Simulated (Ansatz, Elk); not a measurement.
# Bonding as seen by X-rays: VP2Rh

Structure refinements treat a crystal as free atoms side by side. For a made-up structure of VP2Rh (cell and positions from a PBEsol relaxation) the runs below show what the calculated density changes in F(hkl).

Calculated with Elk 11.2.3 (patched build); DFT, PBE, all-electron APW+lo, Dirac cores, scalar-relativistic bands, static density, no spin.

This account leaves out most program logs.

The structure was built from a prototype and need not be the compound's stable phase.

### Step 1. Set-up

The structure is trigonal, space group P-3m1 (No. 164). The conventional cell has a = 3.317 Å, b = 3.317 Å, c = 5.717 Å, α = 90.00°, β = 90.00°, γ = 120.00°. Rh has 6 P at 2.38 Å nearest. Nearest to V lie 6 P at 2.40 Å. Nearest to P lie 3 Rh at 2.38 Å and 3 V at 2.40 Å. Farther neighbours are not listed.

### Step 2. Ground state and structure factors

An all-electron density is needed, since X-rays see the cores too. Task 0 finds the density and task 195 Fourier-transforms it; tshift is off so that phases refer to the origin typed.

Input file elk.in:

```
tasks
  0
  195

xctype
  20

spinpol
  .false.

rgkmax
  7.0

gmaxvr
  14.0

lmaxo
  7

lmaxapw
  8

swidth
  0.002

tshift
  .false.

ramdisk
  .false.

hmaxvr
  5.5

maxscl
  120

epspot
  1e-06

sppath
  './'

avec
  6.26836887960 0.00000000000 0.00000000000
  -3.13418443980 5.42856669003 -0.00000000000
  0.00000000000 -0.00000000000 10.80323425201

atoms
  3
  'Rh.in'
  1
  0.0000000000 -0.0000000000 0.5000000000   0.000000 0.000000 0.000000
  'V.in'
  1
  -0.0000000000 -0.0000000000 0.0000000000   0.000000 0.000000 0.000000
  'P.in'
  2
  0.3333333333 0.6666666667 0.7475235131   0.000000 0.000000 0.000000
  0.6666666667 0.3333333333 0.2524764869   0.000000 0.000000 0.000000

ngridk
  8 8 4
```

Command:

```
> OMP_NUM_THREADS=4 elk
```

Run time: 21 s. Hardware: 4 threads of Arm Neoverse V1, shared host; peak memory 0.16 GiB; 61 s of CPU time.

SFACRHO.OUT:

```text

h k l indices transformed by vhmat matrix:
   1.000000000       0.000000000       0.000000000    
   0.000000000       1.000000000       0.000000000    
   0.000000000       0.000000000       1.000000000    

      h      k      l  multipl.   |H|            Re(F)            Im(F)           |F|

      0      0      0      1   0.0000000       97.999999      0.70088850E-16   97.999999    
      0      0     -1      2  0.58160225      -21.758069      0.12754216E-13   21.758069    
      0     -1      0      6   1.1574299       44.309179     -0.12754216E-14   44.309179    
      0      0      2      2   1.1632045       33.231321      0.23236587E-13   33.231321    
      1     -1      1      6   1.2953398      -37.199011     -0.11478794E-13   37.199011    
      1      0      1      6   1.2953398     -0.76365679     -0.15305059E-13  0.76365679    
      1     -1     -2      6   1.6409414       57.550312     -0.20406746E-13   57.550312    
      0      1      2      6   1.6409414       58.454205      0.21682167E-13   58.454205    
      0      0     -3      2   1.7448067      -16.873534      0.45915178E-13   16.873534    
      1     -2      0      6   2.0047274       61.374399      0.75517092E-14   61.374399    
     -1      2     -1     12   2.0873890      -16.586806      0.10203373E-13   16.586806    
      1      0     -3      6   2.0937991      -2.2890483      0.35711805E-13   2.2890483    
      0      1     -3      6   2.0937991      -31.256412      0.45915178E-13   31.256412    
      0     -2      0      6   2.3148598       32.986051     -0.25508432E-14   32.986051    
      1      1     -2     12   2.3177525       25.161910     -0.76126727E-14   25.161910    
      0      0     -4      2   2.3264090       56.917680     -0.36588657E-13   56.917680    
      2     -2      1      6   2.3868047      -1.7903167     -0.89279512E-14   1.7903167    
      0     -2      1      6   2.3868047      -29.005302     -0.15305059E-13   29.005302
```

Elk indexes on the primitive cell of elk.in and gives |H| = 4π sin θ/λ in inverse bohr. Below, one row stands for each form hkl of the conventional cell (m members, Friedel mates merged), F is for one primitive cell and the density is static (no thermal factor). Free-atom factors are Waasmaier and Kirfel's, and R is Σm||F|−|F'||/Σm|F|.

```tsv
hkl	m	sin θ/λ (Å⁻¹)	abs F, DFT	neutral atoms	diff.
001	2	0.087	21.758	21.958	-0.200
100	6	0.174	44.309	44.486	-0.177
002	2	0.175	33.231	33.498	-0.267
011	6	0.195	37.199	37.148	+0.051
101	6	0.195	0.764	0.957	-0.194
102	6	0.247	57.550	57.882	-0.331
012	6	0.247	58.454	58.894	-0.440
003	2	0.262	16.873	16.651	+0.223
110	6	0.301	61.374	61.748	-0.374
111	12	0.314	16.587	16.627	-0.041
013	6	0.315	2.289	2.178	+0.111
103	6	0.315	31.256	31.299	-0.042
200	6	0.348	32.986	33.163	-0.177
112	12	0.348	25.162	25.102	+0.060
```

### Step 3. The highest occupied states alone

An energy window below the Fermi level keeps the highest occupied states, to see at which angles they scatter; shallow core shells can lie inside it and anion s states outside. No new self-consistency is needed.

elk.in: that of step 2 with these lines changed.

```diff
@@ -1,3 +1,2 @@
 tasks
-  0
   195
@@ -40,2 +39,5 @@
 
+wsfac
+  0.019670 0.687160
+
 sppath
```

Command:

```
> OMP_NUM_THREADS=4 elk
```

It took 6.7 s on 4 threads; peak memory 0.16 GiB; 9 s of CPU time.

States within 10 eV below the Fermi level hold 20.00 electrons; any levels below the window count with the cores. Their amplitudes can exceed the total, where window and core parts have opposite phase:

```tsv
hkl	sin θ/λ (Å⁻¹)	abs F, window	abs F, all
001	0.087	3.369	21.758
100	0.174	5.029	44.309
002	0.175	4.118	33.231
011	0.195	3.127	37.199
101	0.195	0.793	0.764
102	0.247	3.461	57.550
012	0.247	3.263	58.454
003	0.262	1.256	16.873
110	0.301	1.831	61.374
111	0.314	0.322	16.587
```

### Step 4. Another functional

The difference from free atoms is small, so it is set against the change that LDA (Perdew-Wang) makes.

elk.in: that of step 3 with these lines changed.

```diff
@@ -1,2 +1,3 @@
 tasks
+  0
   195
@@ -4,3 +5,3 @@
 xctype
-  20
+  3
 
@@ -39,5 +40,2 @@
 
-wsfac
-  0.019670 0.687160
-
 sppath
```

Command:

```
> OMP_NUM_THREADS=4 elk
```

Run time: 14 s. Hardware: 4 threads; peak memory 0.16 GiB; 40 s of CPU time.

Against the first run R = 0.07 %; the largest change is +0.038 at 032.

### Step 5. Basis size

A smaller basis shows how fast F responds to it; the change is likely larger than the basis error of the first run, but doesn't show convergence.

elk.in: that of step 4 with these lines changed.

```diff
@@ -5,3 +5,3 @@
 xctype
-  3
+  20
 
@@ -11,3 +11,3 @@
 rgkmax
-  7.0
+  5.5
```

Command:

```
> OMP_NUM_THREADS=4 elk
```

Wall time 20 s (4 threads); peak memory 0.16 GiB; 56 s of CPU time.

Against the first run R = 0.04 %; the largest change is +0.074 at 004.

### Step 6. Basis size

The basis and the expansions that go with it are enlarged, to see whether the differences are converged.

elk.in: that of step 5 with these lines changed.

```diff
@@ -11,12 +11,12 @@
 rgkmax
-  5.5
+  8.5
 
 gmaxvr
-  14.0
+  18.0
 
 lmaxo
-  7
+  9
 
 lmaxapw
-  8
+  10
```

Command:

```
> OMP_NUM_THREADS=4 elk
```

Run time: 50 s. Hardware: 4 threads; peak memory 0.26 GiB; 2.4 min of CPU time.

Against the first run R = 0.01 %; the largest change is +0.008 at 206.

### Step 7. Settings against the effect

```tsv
run	R against the first run (%)	R against neutral atoms, low angle (%)	wall time
PBE, rgkmax 7	0.00	0.64	21 s
LDA (Perdew-Wang)	0.07	0.64	14 s
rgkmax 5.5	0.04	0.68	20 s
rgkmax 8.5 with larger expansions	0.01	0.63	50 s
```

### Step 8. Results

| Item | Value |
| --- | --- |
| R against neutral atoms, sin θ/λ < 0.3 Å⁻¹ | 0.64 % |
| R against neutral atoms, 0.3 to 0.82 Å⁻¹ | 0.33 % |

What this shows: Independent neutral atoms miss the calculated amplitudes by R = 0.64 % below 0.3 Å⁻¹ and 0.33 % from there to 0.82 Å⁻¹; by shells, 0.92 % below 0.15 Å⁻¹ (1 form), 0.63 % 0.15 to 0.3 (7 forms), 0.44 % 0.3 to 0.45 (17 forms), 0.31 % above 0.45 (102 forms). Bonding, aspherical density and the tables' own atoms all enter these figures, and the runs don't part them. The largest change of an amplitude is -0.44 electrons, at 012. Weak lines can change much in proportion: 101 goes from 0.96 to 0.76. The window's part falls from 20.0 electrons at the origin to at most 0.41 between 0.45 and 0.82 Å⁻¹. Below 0.3 Å⁻¹ the changes that finished (LDA (Perdew-Wang), rgkmax 5.5 and rgkmax 8.5 with larger expansions) move F by R = 0.07 % at most, against the 0.64 % that separates it from free atoms. The k-mesh has no finished test. These runs have no spin, though d or f shells may be open. Part of the difference isn't bonding: the tables are fits to free atoms and ions calculated by other methods than this functional. Thermal motion, anomalous dispersion and extinction are left out.

[Logs are printed without paths, hosts, clocks, repeated set-up lines and the standing remarks that a program may print on its own settings, such as how far it seeks lower states.]

[Hosts, paths, dates, database ids (printed as entryN), source tags and the programs' standing remarks are cut or masked in the printed files.]
